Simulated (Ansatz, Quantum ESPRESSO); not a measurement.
# Work function of Mo(100), 7 layers, part 6 of 6

Wanted: work functions and the surface dipole of Mo(100), 7 layers at several levels, with their cost.

Quantum ESPRESSO 7.5; plane-wave DFT, PBE, GBRV ultrasoft pseudopotentials; geometry and cross-check by Ansatz 0.2.0 with PAW datasets.

So far. Step 12 (Electrostatic potential): The upper face goes from 3.928 eV (PBE, GBRV) to 4.201 eV, a change of +0.273 eV. Step 14 (Potential by pp.x): The upper face goes from 3.928 eV (PBE, GBRV) to 3.950 eV, a change of +0.022 eV.

## Step 16: SCF with pw.x, with K_POINTS = [4, 4, 1]

How much does a setting matter? One run is repeated with a change.

Level of this step: plane-wave DFT, PBE, GBRV ultrasoft pseudopotentials (Quantum ESPRESSO 7.5).

scf.w0.in reads:

```
&control
  prefix = 'scf.w0'
  outdir = './out'
  pseudo_dir = './pseudo'
  calculation = 'scf'
  tprnfor = .true.
/
&system
  ibrav = 0
  nat = 7
  ntyp = 1
  ecutwfc = 40
  ecutrho = 200
  occupations = 'smearing'
  smearing = 'mv'
  degauss = 0.02
/
&electrons
  conv_thr = 1e-07
  mixing_beta = 0.4
  electron_maxstep = 120
  mixing_mode = 'local-TF'
/
ATOMIC_SPECIES
  Mo  95.9500  mo_pbe_v1.uspp.F.UPF
CELL_PARAMETERS angstrom
  3.15000000000000 0.00000000000000 0.00000000000000
  0.00000000000000 3.15000000000000 0.00000000000000
  0.00000000000000 0.00000000000000 25.45000000000000
ATOMIC_POSITIONS crystal
  Mo  0.000000000000 0.000000000000 0.319348393181
  Mo  0.500000000000 0.500000000000 0.374509287596
  Mo  0.000000000000 0.000000000000 0.438113948900
  Mo  0.500000000000 0.500000000000 0.500000000000
  Mo  0.000000000000 0.000000000000 0.561886051100
  Mo  0.500000000000 0.500000000000 0.625490742400
  Mo  -0.000000000000 0.000000000000 0.680651634856
K_POINTS automatic
  4 4 1 0 0 0
```

Launch:

```
> OMP_NUM_THREADS=1 mpirun -n 4 pw.x -nk 1 -in scf.w0.in > scf.w0.out
```

Output:

```text
[banner, memory and clock lines left out]
Program PWSCF v.7.5 starts
[citation notice left out]

[...]
Message from routine setup:
[...]
bravais-lattice index     =            0
     lattice parameter (alat)  =       5.9526  a.u.
     unit-cell volume          =    1704.1409 (a.u.)^3
     number of atoms/cell      =            7
     number of atomic types    =            1
     number of electrons       =        98.00
     number of Kohn-Sham states=           59
     kinetic-energy cutoff     =      40.0000  Ry
     charge density cutoff     =     200.0000  Ry
     scf convergence threshold =      1.0E-07
     mixing beta               =       0.4000
     number of iterations used =            8  local-TF  mixing
     Exchange-correlation= SLA  PW   PBE  PBE
                           (   1   4   3   4   0   0   0)

[...]
PseudoPot. # 1 for Mo read from file:
     ./pseudo/mo_pbe_v1.uspp.F.UPF
     Pseudo is Ultrasoft + core correction, Zval = 14.0
     Generated by new atomic code, or converted to UPF format
     Using radial grid of  889 points,  6 beta functions with:
                l(1) =   0
                l(2) =   0
                l(3) =   1
                l(4) =   1
                l(5) =   2
                l(6) =   2
     Q(r) pseudized with  6 coefficients,  rinner =    1.000   1.000   1.000
                                                       1.000   1.000

     atomic species   valence    mass     pseudopotential
     Mo               14.00    95.95000     Mo( 1.00)

     16 Sym. Ops., with inversion, found

[...]
number of k points=     6  Marzari-Vanderbilt smearing, width (Ry)=  0.0200
[...]
Dense  grid:    81313 G-vectors     FFT dimensions: (  27,  27, 225)

     Smooth grid:    57917 G-vectors     FFT dimensions: (  24,  24, 200)

     Initial potential from superposition of free atoms

     starting charge      97.9926, renormalised to      98.0000

     negative rho (up, down):  5.095E-03 0.000E+00
     Starting wfcs are   91 randomized atomic wfcs

     per-process dynamical memory:    33.7 Mb

     Self-consistent Calculation

     iteration #  1     ecut=    40.00 Ry     beta= 0.40
     Davidson diagonalization with overlap
     ethr =  1.00E-02,  avg # of iterations =  2.0

     negative rho (up, down):  1.940E-03 0.000E+00

     total energy              =    -975.21961335 Ry
     estimated scf accuracy    <       4.22998294 Ry

     iteration #  2     ecut=    40.00 Ry     beta= 0.40
[...]
negative rho (up, down):  5.136E-04 0.000E+00

[...]
total energy              =    -975.14022195 Ry
     estimated scf accuracy    <       1.23220476 Ry

     iteration #  3     ecut=    40.00 Ry     beta= 0.40
[...]
negative rho (up, down):  8.505E-05 0.000E+00

[...]
total energy              =    -975.07837448 Ry
     estimated scf accuracy    <       0.44454350 Ry

     iteration #  4     ecut=    40.00 Ry     beta= 0.40
[...]
negative rho (up, down):  2.995E-05 0.000E+00

[...]
total energy              =    -975.10967252 Ry
     estimated scf accuracy    <       0.12760377 Ry

     iteration #  5     ecut=    40.00 Ry     beta= 0.40
[...]
negative rho (up, down):  1.278E-05 0.000E+00

[...]
total energy              =    -975.10687082 Ry
     estimated scf accuracy    <       0.04620101 Ry

     iteration #  6     ecut=    40.00 Ry     beta= 0.40
[...]
negative rho (up, down):  8.733E-06 0.000E+00

[...]
total energy              =    -975.09925279 Ry
     estimated scf accuracy    <       0.03605407 Ry

[...]
iteration # 16     ecut=    40.00 Ry     beta= 0.40
[...]
negative rho (up, down):  5.050E-03 0.000E+00

[...]
total energy              =    -975.09540885 Ry
     estimated scf accuracy    <       0.00000725 Ry

     iteration # 17     ecut=    40.00 Ry     beta= 0.40
[...]
negative rho (up, down):  5.053E-03 0.000E+00

[...]
total energy              =    -975.09540951 Ry
     estimated scf accuracy    <       0.00000034 Ry

     iteration # 18     ecut=    40.00 Ry     beta= 0.40
[...]
negative rho (up, down):  5.047E-03 0.000E+00

[...]
total energy              =    -975.09540962 Ry
     estimated scf accuracy    <       0.00000011 Ry

     iteration # 19     ecut=    40.00 Ry     beta= 0.40
[...]
negative rho (up, down):  5.037E-03 0.000E+00

[...]
End of self-consistent calculation

          k = 0.0000 0.0000 0.0000 (  7237 PWs)   bands (ev):

   -54.0728 -54.0002 -53.8540 -53.8014 -53.6761 -53.4053 -53.4051 -28.3218
   -28.2670 -28.2670 -28.2635 -28.1514 -28.1514 -28.0833 -27.9788 -27.9480
   -27.9480 -27.7570 -27.7570 -27.7074 -27.4659 -27.4659 -27.4496 -27.3527
   -27.1769 -27.1769 -27.1707 -27.1707   0.3596   1.3547   1.9459   2.1112
     2.4102   2.6283   2.9126   3.3204   3.7172   3.8087   4.7594   5.8456
     5.8456   5.9687   6.0095   6.0095   6.3005   6.4466   6.4466   6.5045
     6.9775   6.9775   7.0454   7.0624   7.0738   7.8918   7.9355   7.9355
     8.2575   8.6487   9.0483

          k = 0.0000 0.2500 0.0000 (  7222 PWs)   bands (ev):

   -54.0092 -53.9548 -53.8203 -53.7940 -53.7117 -53.4286 -53.4286 -28.5294
   -28.5121 -28.3702 -28.3321 -28.1322 -28.0841 -28.0719 -28.0391 -27.8774
   -27.8726 -27.8678 -27.7524 -27.5713 -27.5500 -27.5117 -27.3588 -27.3580
   -27.2664 -27.2652 -27.2174 -27.2135   1.5241   2.0912   2.5470   2.6931
     2.7906   3.0816   3.3259   3.3537   3.9206   4.6644   4.7687   4.9415
     5.2278   5.3442   5.6132   5.8074   5.9523   6.1652   6.3140   6.4817
     6.5000   7.6224   7.6420   7.6440   7.9093   7.9682   8.1307   8.1995
     8.2789   8.8936   9.0603

[...]
the Fermi energy is     7.0726 ev

!    total energy              =    -975.09540965 Ry
     estimated scf accuracy    <          6.9E-09 Ry
     smearing contrib. (-TS)   =       0.00137025 Ry
     internal energy E=F+TS    =    -975.09677990 Ry

     The total energy is F=E-TS. E is the sum of the following terms:
     one-electron contribution =   -9115.80980364 Ry
     hartree contribution      =    4568.70023646 Ry
     xc contribution           =    -135.30542223 Ry
     ewald contribution        =    3707.31820951 Ry

     convergence has been achieved in  19 iterations

     negative rho (up, down):  5.037E-03 0.000E+00

     Forces acting on atoms (cartesian axes, Ry/au):

     atom    1 type  1   force =     0.00000000    0.00000000   -0.00332265
     atom    2 type  1   force =     0.00000000    0.00000000    0.00455207
     atom    3 type  1   force =     0.00000000    0.00000000   -0.00294940
     atom    4 type  1   force =     0.00000000    0.00000000    0.00000000
     atom    5 type  1   force =     0.00000000    0.00000000    0.00294940
     atom    6 type  1   force =     0.00000000    0.00000000   -0.00455207
     atom    7 type  1   force =     0.00000000    0.00000000    0.00332265

     Total force =     0.008996     Total SCF correction =     0.000352

[...]
```

Run time: 25 s. Hardware: 4 MPI ranks of Arm Neoverse V2, shared host; peak memory 0.31 GiB.

The changed values were drawn from a wide range, not chosen for quality; the comparison shows what they did here together.

Beside the run it was changed from:

```tsv
quantity	this run	unchanged run	difference
free energy (eV)	-13266.85	-13266.59	-0.25
wall time (s)	25	57	
SCF iterations	19	19
```

The free energy moves by -36 meV an atom.

## Step 17: Potential by pp.x

The follow-up step for that run.

scf.w0.pot.in reads:

```
&inputpp
  prefix = 'scf.w0'
  outdir = './out'
  filplot = 'scf.w0.pot.dat'
  plot_num = 11
/
```

Launch:

```
> OMP_NUM_THREADS=1 mpirun -n 4 pp.x -in scf.w0.pot.in > scf.w0.pot.out
```

Run time: 0.8 s. Hardware: 4 MPI ranks; peak memory 0.13 GiB; 2.9 s of CPU time.

Beside the run it was changed from:

```tsv
quantity	this run	unchanged run	difference
work function of the upper face (eV)	3.846	3.928	-0.083
work function of the lower face (eV)	3.846	3.929	-0.083
upper vacuum line continued to the top atoms, over the Fermi level (eV)	3.837	3.921	-0.085
lower vacuum line continued to the bottom atoms, over the Fermi level (eV)	3.839	3.923	-0.084
wall time (s)	0.8	0.81
```

Levels move by up to 85 meV, so the change matters at the level of the results.

## Step 18: Ground state, with LDIPOL = 400

Another try, with an input changed as a hurried user might.

scf.bad.in reads:

```
&control
  prefix = 'scf.bad'
  outdir = './out'
  pseudo_dir = './pseudo'
  calculation = 'scf'
  tprnfor = .true.
/
&system
  ibrav = 0
  nat = 7
  ntyp = 1
  ecutwfc = 40
  ecutrho = 200
  occupations = 'smearing'
  smearing = 'mv'
  degauss = 0.02
  LDIPOL = 400
/
&electrons
  conv_thr = 1e-07
  mixing_beta = 0.4
  electron_maxstep = 100
  mixing_mode = 'local-TF'
/
ATOMIC_SPECIES
  Mo  95.9500  mo_pbe_v1.uspp.F.UPF
CELL_PARAMETERS angstrom
  3.15000000000000 0.00000000000000 0.00000000000000
  0.00000000000000 3.15000000000000 0.00000000000000
  0.00000000000000 0.00000000000000 25.45000000000000
ATOMIC_POSITIONS crystal
  Mo  0.000000000000 0.000000000000 0.319348393181
  Mo  0.500000000000 0.500000000000 0.374509287596
  Mo  0.000000000000 0.000000000000 0.438113948900
  Mo  0.500000000000 0.500000000000 0.500000000000
  Mo  0.000000000000 0.000000000000 0.561886051100
  Mo  0.500000000000 0.500000000000 0.625490742400
  Mo  -0.000000000000 0.000000000000 0.680651634856
K_POINTS automatic
  8 8 1 0 0 0
```

Launch:

```
> OMP_NUM_THREADS=1 mpirun -n 4 pw.x -nk 4 -in scf.bad.in > scf.bad.out
```

Output:

```text
[banner, memory and clock lines left out]
Program PWSCF v.7.5 starts

          URL

 %%%%%%%%%%%%%%%%%%%%%%%%%%%%%%%%%%%%%%%%%%%%%%%%%%%%%%%%%%%%%%%%%%%%%%%%%%%%%%
     Error in routine  read_namelists (1):
      bad line in namelist &system: "  LDIPOL = 400" (error could be in the previous line)
 %%%%%%%%%%%%%%%%%%%%%%%%%%%%%%%%%%%%%%%%%%%%%%%%%%%%%%%%%%%%%%%%%%%%%%%%%%%%%%

     stopping ...
[the rest left out]
```

The job ended after 0.75 s (4 MPI ranks; peak memory 0.13 GiB).

The input was rejected at the start.

The program's message: “Error in routine  read_namelists (1): bad line in namelist &system: "  LDIPOL = 400" (error could be in the previous line)”

The change that led to it: system.LDIPOL = 400.

The message: “read_namelists (1): bad line in namelist &system: " LDIPOL = 400" (error could be in the previous line)”. The key belongs to another program and has no place in any namelist here; the line has to go.

## Step 19: Worked from the printed numbers

In the first self-consistent run, on its own zero, the Fermi level is 7.053 eV and the upper vacuum level 10.982 eV: φ = 10.982 − (7.053) = 3.929 eV.

## Step 20: What came out

| Property | Result |
| --- | --- |
| work function of the upper face, PBE, GBRV | 3.93 eV |
| work function of the lower face, PBE, GBRV | 3.93 eV |
| upper face by ESM | 3.93 eV |
| upper face by Ansatz | 3.92 eV |

At the first level (PBE, GBRV ultrasoft) the work function comes to 3.93 eV on both faces. ESM differs from the periodic treatment by -2 meV on the upper face and -3 meV on the lower. Over the levels tried the upper face spans 3.92 eV (Ansatz PBE PAW, sawtooth) to 4.20 eV (QE LDA PseudoDojo norm-conserving, periodic). Quantum ESPRESSO and Ansatz give 3.93 and 3.92 eV for the upper face, which agree. Ansatz ran with Fermi-Dirac smearing of 0.1 eV against cold smearing of 0.02 Ry, which alone can move a level by some tens of meV. With 8×8 points and so few layers the values hold to some 0.05 to 0.1 eV. The slab is cut at a tabulated measured bulk lattice constant, given to two decimals.

Comparison with the measured values:

```
                                                 quantity  measured      QE PBE GBRV  QE PBE GBRV, ESM bc1  QE PBEsol PseudoDojo  QE LDA PseudoDojo     QE PW91 GBRV   Ansatz PBE PAW
work function (clean (100) face, which reconstructs) (eV)      4.45  3.93 (-0.52 eV)       3.93 (-0.52 eV)       3.97 (-0.48 eV)    4.20 (-0.25 eV)  3.95 (-0.50 eV)  3.92 (-0.53 eV)
```

Measured values from arxiv:1902.07811 (2019).

How well it matches: For the work function, of the levels listed nearest comes QE LDA PseudoDojo (-0.25 eV, fair agreement) and farthest Ansatz PBE PAW (-0.53 eV, a clear miss). The grades are ours: good and fair within 3 and 7 % for the work function. Other measurements of the same face can differ from the value quoted by 0.1 to 0.2 eV.

[Logs are printed without paths, hosts, clocks, repeated set-up lines and the standing remarks that a program may print on its own settings, such as how far it seeks lower states.]

[Hosts, paths, dates, database ids (printed as entryN), source tags and the programs' standing remarks are cut or masked in the printed files.]

[Maps of the electrostatic potential energy from Ansatz leave out the sawtooth potential of an applied field or a dipole correction, so their vacuum need not be flat; planar profiles and work functions include it.]
